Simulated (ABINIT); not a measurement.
# Quasiparticle gap of KI (Fm-3m) in ABINIT

How does a plane-wave GW calculation on KI (Fm-3m) run from the first input to the gap?

Main program and level: ABINIT 10.8.3; PBE and many-body steps on it, plane waves.

## 1. The structure

It takes space group Fm-3m (No. 225, cubic). Conventional cell: a = 7.066 Å, b = 7.066 Å, c = 7.066 Å, α = 90.00°, β = 90.00°, γ = 90.00°. Nearest to K lie 6 I at 3.53 Å. I has 6 K at 3.53 Å nearest. Farther neighbours, and contacts between anions beyond the nearest, are not listed.

The cell and positions come from the Crystallography Open Database and are kept as given unless a step says otherwise.

## 2. Ground state

This step: ABINIT 10.8.3; DFT, PBE, plane waves, norm-conserving pseudopotentials.

The ground-state density comes first.

run.abi

```
acell 3*1.0 Angstrom
rprim 
  0.000000000000 3.532775000000 3.532775000000
  3.532775000000 0.000000000000 3.532775000000
  3.532775000000 3.532775000000 -0.000000000000
ntypat 2
znucl 19 53
natom 2
typat 1 2
xred 
  0.000000000000 0.000000000000 0.000000000000
  0.500000000000 0.500000000000 0.500000000000
pp_dirpath "pseudos"
pseudos "K.upf, I.upf"
ecut 33
ngkpt 6 6 6
nshiftk 1
shiftk 0 0 0
kptopt 1
chksymbreak 0
nband 13
occopt 1
tolvrs 1e-10
nstep 60
prtwf 0
optforces 0
optstress 0
indata_prefix "in"
outdata_prefix "out"
tmpdata_prefix "tmp"
```

Started as:

```sh
OMP_NUM_THREADS=1 mpirun -n 4 abinit run.abi > log
```

The program printed:

```text
.Version 10.8.3 of ABINIT. v10.8.2 released Aug 2026.

 Symmetries : space group Fm -3 m (#225); Bravais cF (face-center cubic)
================================================================================
 Values of the parameters that define the memory need of the present run
     intxc =       0    ionmov =       0      iscf =       7    lmnmax =       6
     lnmax =       6     mgfft =      50  mpssoang =       3    mqgrid =    3001
     natom =       2  nloc_mem =       1    nspden =       1   nspinor =       1
    nsppol =       1      nsym =      48    n1xccc =    2501    ntypat =       2
    occopt =       1   xclevel =       2
-    mband =          13        mffmem =           1         mkmem =           4
       mpw =        5405          nfft =      125000          nkpt =          16
================================================================================
  Rough estimation (10% accuracy) of disk space for files :
================================================================================

--------------------------------------------------------------------------------
------------- Echo of variables that govern the present computation ------------
--------------------------------------------------------------------------------
 -outvars: echo values of preprocessed input variables --------
            acell      1.8897261259E+00  1.8897261259E+00  1.8897261259E+00 Bohr

      chksymbreak           0
             ecut      3.30000000E+01 Hartree
-          fftalg         312

              ixc     -101130
              kpt      0.00000000E+00  0.00000000E+00  0.00000000E+00
                       1.66666667E-01  0.00000000E+00  0.00000000E+00
                       3.33333333E-01  0.00000000E+00  0.00000000E+00
                       5.00000000E-01  0.00000000E+00  0.00000000E+00
                       1.66666667E-01  1.66666667E-01  0.00000000E+00
                       3.33333333E-01  1.66666667E-01  0.00000000E+00
                       5.00000000E-01  1.66666667E-01  0.00000000E+00
                      -3.33333333E-01  1.66666667E-01  0.00000000E+00
                      -1.66666667E-01  1.66666667E-01  0.00000000E+00
   [... 5 further rows ...]
                      -3.33333333E-01  3.33333333E-01  1.66666667E-01
                      -3.33333333E-01  5.00000000E-01  1.66666667E-01
         kptrlatt        6    0    0      0    6    0      0    0    6
          kptrlen      5.66475451E+01
P           mkmem           4
            natom           2
            nband          13
            ngfft          50      50      50
             nkpt          16
            nstep          60
             nsym          48
           ntypat           2
              occ      2.000000  2.000000  2.000000  2.000000  2.000000  2.000000
                       2.000000  2.000000  0.000000  0.000000  0.000000  0.000000
                       0.000000
        optforces           0
        optstress           0
            prtwf           0
            rprim      0.0000000000E+00  3.5327750000E+00  3.5327750000E+00
[...]
spgroup         225

           tolvrs      1.00000000E-10

             xred      0.0000000000E+00  0.0000000000E+00  0.0000000000E+00
[...]
znucl       19.00000   53.00000

================================================================================

 chkinp: Checking input parameters for consistency.

================================================================================
== DATASET  1 ==================================================================
-   mpi_nproc: 4, omp_nthreads: 1 (-1 if OMP is not activated)

--- !DatasetInfo
iteration_state: {dtset: 1, }
dimensions: {natom: 2, nkpt: 16, mband: 13, nsppol: 1, nspinor: 1, nspden: 1, mpw: 5405, }
cutoff_energies: {ecut:  33.0, pawecutdg:  -1.0, }
electrons: {nelect:   1.60000000E+01, charge:   0.00000000E+00, occopt:   1.00000000E+00, tsmear:   1.00000000E-02, }

 Real(R)+Recip(G) space primitive vectors, cartesian coordinates (Bohr,Bohr^-1):
 R(1)=  0.0000000  6.6759772  6.6759772  G(1)= -0.0748954  0.0748954  0.0748954
 R(2)=  6.6759772  0.0000000  6.6759772  G(2)=  0.0748954 -0.0748954  0.0748954
 R(3)=  6.6759772  6.6759772  0.0000000  G(3)=  0.0748954  0.0748954 -0.0748954
 Unit cell volume ucvol=  5.9507887E+02 bohr^3
 Angles (23,13,12)=  6.00000000E+01  6.00000000E+01  6.00000000E+01 degrees

 getcut: wavevector=  0.0000  0.0000  0.0000  ngfft=  50  50  50
         ecut(hartree)=     33.000   => boxcut(ratio)=   2.04876

--- Pseudopotential description ------------------------------------------------
- K Generated using ONCVPSP code by D. R. Hamann
- 19.00000   9.00000  171031                  znucl, zion, pspdat
12 -101130 2 -1 2222                          pspcod,pspxc,lmax,lloc,mmax
     nproj     2     2     2
  pspatm : epsatm=    8.42413758
         --- l  ekb(1:nproj) -->
[...]
pspatm: atomic psp has been read  and splines computed

- I Generated using ONCVPSP code by D. R. Hamann
- 53.00000   7.00000  171031                  znucl, zion, pspdat
12 -101130 2 -1 1196                          pspcod,pspxc,lmax,lloc,mmax
     nproj     2     2     2
  pspatm : epsatm=   19.17056757
         --- l  ekb(1:nproj) -->
[...]
2    4.134838    0.711910
 pspatm: atomic psp has been read  and splines computed

   4.41515282E+02                                ecore*ucvol(ha*bohr**3)
--------------------------------------------------------------------------------

_setup2: Arith. and geom. avg. npw (full set) are    5388.051    5388.035

================================================================================

--- !BeginCycle
iteration_state: {dtset: 1, }
solver: {iscf: 7, nstep: 60, nline: 4, wfoptalg: 0, }
tolerances: {tolvrs: 1.00E-10, }

     iter   Etot(hartree)      deltaE(h)  residm     vres2
 ETOT  1  -43.084150    -4.308E+01 2.534E-02 6.984E+01
 ETOT  2  -43.102403    -1.825E-02 2.146E-03 3.303E+00
 ETOT  3  -43.102516    -1.123E-04 1.060E-03 4.921E-01
 ETOT  4  -43.102524    -8.116E-06 4.845E-04 6.465E-02
 ETOT  5  -43.102525    -1.512E-06 6.316E-04 1.389E-03
 ETOT  6  -43.102525    -1.175E-07 5.937E-04 6.426E-05
 ETOT  7  -43.102525    -1.995E-09 7.598E-04 2.549E-06
 ETOT  8  -43.102525    -1.174E-10 5.321E-04 7.021E-08
 ETOT  9  -43.102525    -4.782E-12 5.695E-04 7.722E-10
 ETOT 10  -43.102525     1.918E-12 3.108E-04 2.422E-11

 At SCF step   10       vres2   =  2.42E-11 < tolvrs=  1.00E-10 =>converged.

--- !ResultsGS
iteration_state: {dtset: 1, }
comment   : Summary of ground state results
lattice_vectors:
- [  0.0000000,   6.6759772,   6.6759772, ]
- [  6.6759772,   0.0000000,   6.6759772, ]
- [  6.6759772,   6.6759772,  -0.0000000, ]
lattice_lengths: [   9.44126,    9.44126,    9.44126, ]
lattice_angles: [ 60.000,  60.000,  60.000, ] # degrees, (23, 13, 12)
lattice_volume:   5.9507887E+02
convergence: {deltae:  1.918E-12, res2:  2.422E-11, residm:  3.108E-04, diffor:  0.000E+00, }
etotal    :  -4.31025253E+01
entropy   :   0.00000000E+00
fermie    :   4.35632526E-03
cartesian_stress_tensor: null
pressure_GPa: null
xred      :
- [  0.0000E+00,   0.0000E+00,   0.0000E+00,  K]
- [  5.0000E-01,   5.0000E-01,   5.0000E-01,  I]
cartesian_forces: null
force_length_stats: {min: null, max: null, mean: null, }

 Integrated electronic density in atomic spheres:
 ------------------------------------------------
 Atom  Sphere_radius  Integrated_density
    1        2.00000          6.92264502
    2        2.00000          2.87372183
================================================================================

 ----iterations are completed or convergence reached----

 Mean square residual over all n,k,spin=   34.812E-07; max=  31.082E-05
 reduced coordinates (array xred) for    2 atoms
       0.000000      0.000000      0.000000
       0.500000      0.500000      0.500000
 rms dE/dt=  0.0000E+00; max dE/dt=  0.0000E+00; dE/dt below (all hartree)
    1       0.000000      0.000000      0.000000
    2       0.000000      0.000000      0.000000

 cartesian coordinates (angstrom) at end:
    1      0.000000     0.000000     0.000000
    2      3.532775     3.532775     3.532775
 length scales=  1.889726  1.889726  1.889726 bohr
              =  1.000000  1.000000  1.000000 angstroms
 prteigrs : about to open file out_EIG
 Fermi (or HOMO) energy (hartree) =   0.00436   Average Vxc (hartree)=  -0.26576
 Eigenvalues (hartree) for nkpt=  16  k points:
 kpt#   1, nband= 13, wtk=  0.00463, kpt=  0.0000  0.0000  0.0000 (reduced coord)
  -1.04300   -0.43616   -0.43616   -0.43616   -0.38166    0.00436    0.00436    0.00436
   0.14997    0.24342    0.24342    0.24342    0.26985
 prteigrs : prtvol=0 or 1, do not print more k-points.

--- !EnergyTerms
iteration_state     : {dtset: 1, }
comment             : Components of total free energy in Hartree
kinetic             :  1.346671E+01
hartree             :  9.564375E+00
xc                  : -1.041064E+01
Ewald energy        : -2.746184E+01
psp_core            :  7.419441E-01
local_psp           : -3.514974E+01
non_local_psp       :  6.146664E+00
total_energy        : -4.310253E+01
total_energy_eV     : -1.172879E+03
band_energy         : -5.559937E+00

== END DATASET(S) ==============================================================
================================================================================

 -outvars: echo values of variables after computation  --------
           etotal     -4.3102525258E+01
            nband          13
             nkpt          16
          spgroup         225
 [... the other variables as echoed above ...]

 Calculation completed.
```

The job ended after 10 s (4 MPI ranks of Arm Neoverse V2, shared host; peak memory 0.36 GiB).

This step gave:

```yaml
total_energy: -1172.8795 eV
gap: 3.962 eV
k_of_the_valence_top: 0, 0, 0
k_of_the_conduction_bottom: 0, 0, 0
least_direct_gap: 3.962 eV
```

The gap is direct, at Γ.

## 3. Bands along the symmetry lines

Levels along a band path, at the cheap level, show where the edges lie and whether the meshes to come will hold them.

run.abi

```
acell 3*1.0 Angstrom
rprim 
  0.000000000000 3.532775000000 3.532775000000
  3.532775000000 0.000000000000 3.532775000000
  3.532775000000 3.532775000000 -0.000000000000
ntypat 2
znucl 19 53
natom 2
typat 1 2
xred 
  0.000000000000 0.000000000000 0.000000000000
  0.500000000000 0.500000000000 0.500000000000
pp_dirpath "pseudos"
pseudos "K.upf, I.upf"
ecut 33
iscf -2
irdden 1
kptopt 0
nkpt 50
kpt 
  0.00000000 0.00000000 0.00000000
  0.06250000 0.00000000 0.06250000
  0.12500000 0.00000000 0.12500000
  0.18750000 0.00000000 0.18750000
  0.25000000 0.00000000 0.25000000
  0.31250000 0.00000000 0.31250000
  0.37500000 0.00000000 0.37500000
  0.43750000 0.00000000 0.43750000
  0.50000000 0.00000000 0.50000000
  0.51562500 0.03125000 0.51562500
  0.53125000 0.06250000 0.53125000
  0.54687500 0.09375000 0.54687500
  0.56250000 0.12500000 0.56250000
  0.57812500 0.15625000 0.57812500
  0.59375000 0.18750000 0.59375000
  0.60937500 0.21875000 0.60937500
  0.62500000 0.25000000 0.62500000
  0.37500000 0.37500000 0.75000000
  0.32812500 0.32812500 0.65625000
  0.28125000 0.28125000 0.56250000
  0.23437500 0.23437500 0.46875000
  0.18750000 0.18750000 0.37500000
  0.14062500 0.14062500 0.28125000
  0.09375000 0.09375000 0.18750000
  0.04687500 0.04687500 0.09375000
  0.00000000 0.00000000 0.00000000
  0.06250000 0.06250000 0.06250000
  0.12500000 0.12500000 0.12500000
  0.18750000 0.18750000 0.18750000
  0.25000000 0.25000000 0.25000000
  0.31250000 0.31250000 0.31250000
  0.37500000 0.37500000 0.37500000
  0.43750000 0.43750000 0.43750000
  0.50000000 0.50000000 0.50000000
  0.50000000 0.46875000 0.53125000
  0.50000000 0.43750000 0.56250000
  0.50000000 0.40625000 0.59375000
  0.50000000 0.37500000 0.62500000
  0.50000000 0.34375000 0.65625000
  0.50000000 0.31250000 0.68750000
  0.50000000 0.28125000 0.71875000
  0.50000000 0.25000000 0.75000000
  0.50000000 0.21875000 0.71875000
  0.50000000 0.18750000 0.68750000
  0.50000000 0.15625000 0.65625000
  0.50000000 0.12500000 0.62500000
  0.50000000 0.09375000 0.59375000
  0.50000000 0.06250000 0.56250000
  0.50000000 0.03125000 0.53125000
  0.50000000 0.00000000 0.50000000
istwfk *1
nband 15
nbdbuf 2
tolwfr 1e-08
nstep 40
prtwf 0
prtvol 0
indata_prefix "in"
outdata_prefix "out"
tmpdata_prefix "tmp"
```

The program printed:

```text
.Version 10.8.3 of ABINIT. v10.8.2 released Aug 2026.

 Symmetries : space group Fm -3 m (#225); Bravais cF (face-center cubic)
[... echo of the input left out ...]
== DATASET  1 ==================================================================
-   mpi_nproc: 4, omp_nthreads: 1 (-1 if OMP is not activated)

--- !DatasetInfo
iteration_state: {dtset: 1, }
dimensions: {natom: 2, nkpt: 50, mband: 15, nsppol: 1, nspinor: 1, nspden: 1, mpw: 5434, }
cutoff_energies: {ecut:  33.0, pawecutdg:  -1.0, }
electrons: {nelect:   1.60000000E+01, charge:   0.00000000E+00, occopt:   1.00000000E+00, tsmear:   1.00000000E-02, }

 Real(R)+Recip(G) space primitive vectors, cartesian coordinates (Bohr,Bohr^-1):
 R(1)=  0.0000000  6.6759772  6.6759772  G(1)= -0.0748954  0.0748954  0.0748954
 R(2)=  6.6759772  0.0000000  6.6759772  G(2)=  0.0748954 -0.0748954  0.0748954
 R(3)=  6.6759772  6.6759772  0.0000000  G(3)=  0.0748954  0.0748954 -0.0748954
 Unit cell volume ucvol=  5.9507887E+02 bohr^3
 Angles (23,13,12)=  6.00000000E+01  6.00000000E+01  6.00000000E+01 degrees

 getcut: wavevector=  0.0000  0.0000  0.0000  ngfft=  50  50  50
         ecut(hartree)=     33.000   => boxcut(ratio)=   2.04876

--- Pseudopotential description ------------------------------------------------
- K Generated using ONCVPSP code by D. R. Hamann
- 19.00000   9.00000  171031                  znucl, zion, pspdat
12 -101130 2 -1 2222                          pspcod,pspxc,lmax,lloc,mmax
     nproj     2     2     2
  pspatm : epsatm=    8.42413758
         --- l  ekb(1:nproj) -->
             0   10.871123    0.806704
             1    4.379001    0.553647
             2   -3.405842   -1.029115
 pspatm: atomic psp has been read  and splines computed

- I Generated using ONCVPSP code by D. R. Hamann
- 53.00000   7.00000  171031                  znucl, zion, pspdat
12 -101130 2 -1 1196                          pspcod,pspxc,lmax,lloc,mmax
     nproj     2     2     2
  pspatm : epsatm=   19.17056757
         --- l  ekb(1:nproj) -->
[...]
pspatm: atomic psp has been read  and splines computed

--------------------------------------------------------------------------------

================================================================================
 prteigrs : about to open file out_EIG
 Non-SCF case, kpt    1 (  0.00000  0.00000  0.00000), residuals and eigenvalues=
  5.37E-09  2.67E-09  4.64E-09  9.40E-09  4.74E-09  2.52E-09  6.27E-09  7.47E-09
  8.38E-09  9.04E-09  8.83E-09  4.72E-09  9.54E-09  7.63E-09  6.78E-09
 -1.0430E+00 -4.3616E-01 -4.3616E-01 -4.3616E-01 -3.8166E-01  4.3563E-03
  4.3563E-03  4.3563E-03  1.4997E-01  2.4342E-01  2.4342E-01  2.4342E-01
[...]
Non-SCF case, kpt    2 (  0.06250  0.00000  0.06250), residuals and eigenvalues=
  5.86E-09  5.62E-09  3.55E-09  7.76E-09  2.58E-09  5.97E-09  4.57E-09  7.00E-09
[...]
Non-SCF case, kpt    3 (  0.12500  0.00000  0.12500), residuals and eigenvalues=
  4.90E-09  4.19E-09  4.83E-09  7.10E-09  5.33E-09  9.61E-09  6.21E-09  4.97E-09
  8.77E-09  9.27E-09  2.45E-09  5.00E-09  8.16E-09  8.00E-09  2.97E-07
[...]
Non-SCF case, kpt   49 (  0.50000  0.03125  0.53125), residuals and eigenvalues=
[...]
Non-SCF case, kpt   50 (  0.50000  0.00000  0.50000), residuals and eigenvalues=
[...]
-1.0429E+00 -4.3783E-01 -4.3684E-01 -4.3684E-01 -3.7641E-01 -3.2245E-02
 -9.0923E-03 -9.0923E-03  1.8588E-01  2.1643E-01  3.0214E-01  3.2412E-01
[...]
--- !ResultsGS
iteration_state: {dtset: 1, }
comment   : Summary of ground state results
lattice_vectors:
- [  0.0000000,   6.6759772,   6.6759772, ]
- [  6.6759772,   0.0000000,   6.6759772, ]
- [  6.6759772,   6.6759772,  -0.0000000, ]
lattice_lengths: [   9.44126,    9.44126,    9.44126, ]
lattice_angles: [ 60.000,  60.000,  60.000, ] # degrees, (23, 13, 12)
lattice_volume:   5.9507887E+02
convergence: {deltae:  0.000E+00, res2:  0.000E+00, residm:  9.989E-09, diffor:  0.000E+00, }
etotal    :  -4.31025253E+01
entropy   :   0.00000000E+00
fermie    :   4.35632526E-03
cartesian_stress_tensor: null
pressure_GPa: null
xred      :
- [  0.0000E+00,   0.0000E+00,   0.0000E+00,  K]
- [  5.0000E-01,   5.0000E-01,   5.0000E-01,  I]
cartesian_forces: null
force_length_stats: {min: null, max: null, mean: null, }

 Integrated electronic density in atomic spheres:
 ------------------------------------------------
 Atom  Sphere_radius  Integrated_density
[...]
================================================================================

 ----iterations are completed or convergence reached----

 Mean square residual over all n,k,spin=   64.626E-10; max=  99.885E-10
 reduced coordinates (array xred) for    2 atoms
       0.000000      0.000000      0.000000
       0.500000      0.500000      0.500000

 cartesian coordinates (angstrom) at end:
    1      0.000000     0.000000     0.000000
    2      3.532775     3.532775     3.532775
 length scales=  1.889726  1.889726  1.889726 bohr
              =  1.000000  1.000000  1.000000 angstroms
 prteigrs : about to open file out_EIG
 Eigenvalues (hartree) for nkpt=  50  k points:
 kpt#   1, nband= 15, wtk=  1.00000, kpt=  0.0000  0.0000  0.0000 (reduced coord)
[...]
kpt#   2, nband= 15, wtk=  1.00000, kpt=  0.0625  0.0000  0.0625 (reduced coord)
[...]
kpt#   3, nband= 15, wtk=  1.00000, kpt=  0.1250  0.0000  0.1250 (reduced coord)
[...]
kpt#  49, nband= 15, wtk=  1.00000, kpt=  0.5000  0.0313  0.5313 (reduced coord)
  -1.04290   -0.43782   -0.43688   -0.43685   -0.37633   -0.03208   -0.00944   -0.00939
   0.18689    0.21750    0.30266    0.32353    0.32502    0.35623    0.35769
 kpt#  50, nband= 15, wtk=  1.00000, kpt=  0.5000  0.0000  0.5000 (reduced coord)
  -1.04290   -0.43783   -0.43684   -0.43684   -0.37641   -0.03225   -0.00909   -0.00909
   0.18588    0.21643    0.30214    0.32412    0.32811    0.35619    0.35619

== END DATASET(S) ==============================================================
================================================================================

 -outvars: echo values of variables after computation  --------
            nband          15
             nkpt          50
          spgroup         225
 [... the other variables as echoed above ...]

 Calculation completed.
```

The job ended after 20 s (4 MPI ranks; peak memory 0.34 GiB).

This step gave:

```yaml
gap: 3.962 eV
k_of_the_valence_top: 0, 0, 0
k_of_the_conduction_bottom: 0, 0, 0
least_direct_gap: 3.962 eV
```

The gap is 3.962 eV, as in the run before at this level.

The electronic bands at the labelled points (eV, zero at the top of the highest filled band; v1 is the highest filled band, c1 the lowest empty one):

```
    point      v4     v3     v2     v1    c1    c2    c3    c4
        Γ  -10.50   0.00   0.00   0.00  3.96  6.51  6.51  6.51
  halfway  -10.37  -0.78  -0.21  -0.21  5.29  5.53  7.61  7.90
        X  -10.36  -1.00  -0.37  -0.37  4.94  5.77  8.10  8.70
  halfway  -10.34  -0.96  -0.49  -0.37  5.14  6.01  8.21  8.34
        U  -10.31  -0.85  -0.75  -0.38  5.62  6.64  7.63  8.28
jump to K  -10.31  -0.85  -0.75  -0.38  5.62  6.64  7.63  8.28
  halfway  -10.33  -0.87  -0.30  -0.24  5.54  6.29  7.21  7.41
        Γ  -10.50   0.00   0.00   0.00  3.96  6.51  6.51  6.51
  halfway  -10.36  -0.76  -0.18  -0.18  5.06  6.58  7.12  7.12
        L  -10.23  -1.32  -0.34  -0.34  5.52  7.72  8.16  8.16
  halfway  -10.26  -1.10  -0.54  -0.39  6.04  6.86  7.39  8.28
        W  -10.30  -0.73  -0.73  -0.60  6.47  6.47  6.64  8.19
  halfway  -10.33  -0.92  -0.49  -0.48  5.36  6.17  7.89  8.32
        X  -10.36  -1.00  -0.37  -0.37  4.94  5.77  8.10  8.70
```

The electronic bands as a text plot (rows in eV, shown from -8.0 to 7.2 only):

```
    6.9 |++++             ++++  ++++++++ ++++++      ++++++++
    6.3 |++++          +++ ++++++++++++++++++         +++++++++
    5.6 |    ++++++++++  ++     +              +++++++      ++ ++
    5.0 |    ++++++++++++        ++        ++++               +++
    4.4 | +++                      +++  +++
    3.7 |+                            ++
    3.1 |
    2.5 |
    1.8 |
    1.2 |
    0.6 |
   -0.1 |*********************************************          *
   -0.7 |    **********************        ****     *************
   -1.3 |                   **                 ********
   -2.0 |
   -2.6 |
   -3.2 |
   -3.9 |
   -4.5 |
   -5.1 |
   -5.8 |
   -6.4 |
   -7.0 |
   -7.7 |
         Γ           X  U|K            Γ         L        W     X
```

(Continued in part 2 of 2.)

[Long decimals in the printed logs are rounded to 6 places.]

[Logs are printed without paths, hosts, clocks, repeated set-up lines and the standing remarks that a program may print on its own settings, such as how far it seeks lower states.]

[Paths, hosts, dates, memory and timing lines, banners, echoed tables and standing remarks are left out of the program output; an Ansatz launch command may be rebuilt from the run's recorded settings. Measured values are a selection of at most five: reports struck by readers or far from the other reports are left out. None is set beside runs whose start may be inverted or whose files or cutoffs have a known fault.]

[Runs of the session that timed out or met a known fault of the program may be left out.]

[Hosts, paths, dates, database ids (printed as entryN), source tags and the programs' standing remarks are cut or masked in the printed files.]

[G0W0 gaps are taken among the corrected bands and points alone; a level outside them can change the order at an edge.]

[Where Ansatz stands beside ABINIT at settings called matched, ABINIT's density can come from a denser mesh and the files from another edition; pairs whose starting gaps differed by over 0.03 eV were left out, so agreement reads better than it is.]
